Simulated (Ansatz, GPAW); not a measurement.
# 1T-SnS2 under H-SiSi-Cl chair, AB: simulated STM images, part 3 of 3

What would a tunnelling microscope show on 1T-SnS2 under H-SiSi-Cl chair, AB?

GPAW 26.7.0 and Ansatz 0.2.0; Ansatz plane waves; layer without images along its normal, relaxation of atoms and in-plane cell, with D3(BJ) dispersion; PAW set soft_1 (the session's first sound run).

So far, upper work function (eV): step 3 (the slab's potential) 4.35.

### Step 4. A second plane-wave code (continued)

Level of this step: Ansatz plane waves; slab in vacuum with a dipole correction; PAW set soft_1 (Ansatz).

Electrostatic potential energy in the ca plane at fractional y = 0.000, with atoms of Sn and Cl and Si within 0.2 Å of it. With pseudopotentials it is smooth inside the atoms' cores, unlike the true potential.

Ten even steps from '0' (-37 eV) to '9' (3 eV), each cell a mean:
```
99999999999999999841793278999984000262130489
99999999999999999873111589999997413675213789
99999999999999999887556789999999888988777889
99999999999999998888888888999999999999888888
99999999999999998888999888899999999999988788
99999999999999998888888888899999999999988788
99999999999999999888777888999999999998888889
99999999999999999875223689999998656887546789
99999999999999999851351379999996100463001589
99999999999999999842895268999983000151261379
```
Columns run along c (16.0 Å, from fractional 0.00 to 0.38 of the cell; values clipped at the 3rd and 97th percentile), rows up along a (3.8 Å). Atoms in or near the plane, at fractional coordinates: Sn at (0.18, 0.00), Cl at (0.29, 0.00), Si at (0.34, 0.00).

Valence density in the ca plane at fractional y = 0.000, with atoms of Sn and Cl and Si within 0.2 Å of it. It is the smooth field of the valence electrons, not physical close to the nuclei.

Ten steps, logarithmic in the rise over the least value, from '0' (0 e/Å³) to '9' (12 e/Å³), each cell a mean:
```
98521000024555543222221000000000000000000000
65321000013555432233321000000000000000000000
33221100001233221233221000000000000000000000
12222210000111101122221100000000000000000000
11222210000000000122221100000000000000000000
11222210000000000122221100000000000000000000
22222110001222111223221000000000000000000000
54221100012444322233321000000000000000000000
87421000013555543223221000000000000000000000
98521000024545543212221000000000000000000000
```
Columns run along c (16.0 Å, from fractional 0.18 to 0.56 of the cell), rows up along a (3.8 Å). Atoms in or near the plane, at fractional coordinates: Cl at (0.29, 0.00), Si at (0.34, 0.00).

In a gap the Fermi level hangs on smearing and numerics; here the upper work functions are 4.358 and 4.349 eV; the step between the faces is -1.2 against -1.2 eV.

### Step 5. Side by side

Results and costs are gathered.

This step: comparison of work functions, dipole and cost; PAW set soft_1 (GPAW 26.7.0).

Ladder, by row:

```csv
step,code,"work function, upper (eV)","work function, lower (eV)",dipole (e Å),wall time (s),peak memory (GiB),threads
pw,GPAW,4.349,5.59,0.08404,143.9,0.79,1
ansatz,Ansatz,4.358,5.594,0.08394,4.19,0.96,4
```

### Step 6. A changed run

One more run, with changed settings.

This step: GPAW, PAW setups; slab in vacuum (GPAW 26.7.0).

File run.py:

```python
import json
import numpy as np
from ase import Atoms
from gpaw import GPAW, PW

slab = Atoms(
    ['S', 'Sn', 'S', 'Cl', 'Si', 'Si', 'H'],
    positions=[
        [1.88396, 1.08771, 7.00000],
        [-0.00000, 0.00000, 8.44730],
        [-0.00000, 2.17541, 9.89388],
        [-0.00000, 0.00000, 12.94202],
        [-0.00000, 0.00000, 15.00690],
        [1.88396, 1.08771, 15.78548],
        [1.88396, 1.08771, 17.28743]],
    cell=[[3.76792, 0.0, -0.0], [-1.88396, 3.26312, 0.0], [-0.0, 0.0, 24.2874]],
    pbc=[True, True, False])

slab.calc = GPAW(mode=PW(500), xc='PBE', kpts={'size': (9, 9, 1), 'gamma': True},
                 occupations={'name': 'fermi-dirac', 'width': 0.05}, nbands='100%',
                 convergence={'density': 1e-05}, maxiter=75,
                 poissonsolver={'dipolelayer': 'xy'},
                 symmetry={'tolerance': 1e-3}, txt='slab.txt')
result = {}
energy = slab.get_potential_energy()
fermi = slab.calc.get_fermi_level()
v = slab.calc.get_electrostatic_potential().mean((0, 1)) - fermi
n = slab.calc.get_pseudo_density().mean((0, 1))
L = slab.cell[2, 2]
z = np.arange(len(v)) * L / len(v)
low, high = slab.positions[:, 2].min(), slab.positions[:, 2].max()
below, above = np.interp([low - 4.8, high + 4.8], z, v)
slopes = [np.interp(x, z, np.gradient(v, z)) for x in (low - 4.8, high + 4.8)]
eps = np.array([[slab.calc.get_eigenvalues(k, s) for k in range(len(slab.calc.get_ibz_k_points()))]
                for s in range(slab.calc.get_number_of_spins())]) - fermi
top, bottom = eps[eps < 0].max(), eps[eps > 0].min()
dipole = slab.get_dipole_moment()[2]
print(f'energy {energy:.4f} eV, Fermi level {fermi:.4f} eV, dipole {dipole:.5f} e A')
print(f'potential 4.8 A off the faces, from the Fermi level: lower {below:.4f} eV, upper {above:.4f} eV')
print(f'slope of the potential there: lower {slopes[0]:.5f}, upper {slopes[1]:.5f} eV/A')
print(f'nearest levels on the mesh: {top:.4f} and {bottom:.4f} eV')
print('magnetic moment', round(slab.get_magnetic_moment(), 3))
result.update(energy=energy, fermi=fermi, dipole=dipole, below=below, above=above, slopes=slopes, edges=[top, bottom],
              z=z.tolist(), v=v.tolist(), n=n.tolist(), positions=slab.positions.tolist(),
              forces=slab.get_forces(apply_constraint=False).tolist(), moments=slab.get_magnetic_moments().tolist())
json.dump(result, open('result.json', 'w'))
```

Launch:

```bash
OMP_NUM_THREADS=1 OPENBLAS_NUM_THREADS=1 python run.py
```

Numbers of over 12 decimals in the logs are rounded to 6 here.

The program printed:

```text
ValueError: zero-size array to reduction operation minimum which has no identity
```

Run time: 21 s. Hardware: 1 thread of AMD EPYC 9R14 (Zen 4), shared host; peak memory 0.28 GiB.

The run ended with an error.

The program's message: “ValueError: zero-size array to reduction operation minimum which has no identity”

The change that led to it: nbands = "100 % of the filled bands".

### Step 7. Outcome

* work function, upper and lower face (Fermi level placed in the gap by the smearing): 4.349 and 5.589 eV
* ionisation energy from the upper face (highest filled level on the mesh): 4.61 eV
* electron affinity from the upper face (lowest empty Kohn-Sham level on the mesh): 4.04 eV
* dipole along the normal: 0.0840 e Å
* corrugation at 1 V: 0.112 Å

In words: At 1 V the tip height varies by 0.11 Å over the cell. Negative sample bias images filled states, positive bias empty ones. The two faces differ by 1.2 eV, the step that the slab's dipole makes (e p/(ε0 A) gives 1.2 eV), so the dipole layer is needed. The levels nearest the Fermi level on the mesh lie 0.569 eV apart, so the slab is gapped there: the smearing puts the Fermi level inside the gap, and from either face the ionisation energy is the work function plus 0.26 eV. Both are Kohn-Sham levels on the mesh, and semilocal gaps are too small, so the affinity tends to come out too large and the ionisation energy too small. The images are of Tersoff-Hamann type: an s-wave tip, no tip-sample forces, heights closer than in a microscope. The layers' spacing was relaxed with a D3(BJ) dispersion term, which the later single points do not need. The two layers were forced onto one 1×1 cell, so each is strained from its own lattice constant, in some pairs by much; the numbers describe this forced stack. Biases count from a Fermi level whose place in the gap is arbitrary, so only their reach past the band edges has a meaning. The layer's cell and atoms come from the relaxation; spin-orbit coupling and temperature are left out.

[Logs are printed without paths, hosts, clocks, repeated set-up lines and the standing remarks that a program may print on its own settings, such as how far it seeks lower states.]

[Hosts, paths, dates, database ids (printed as entryN), source tags and the programs' standing remarks are cut or masked in the printed files.]
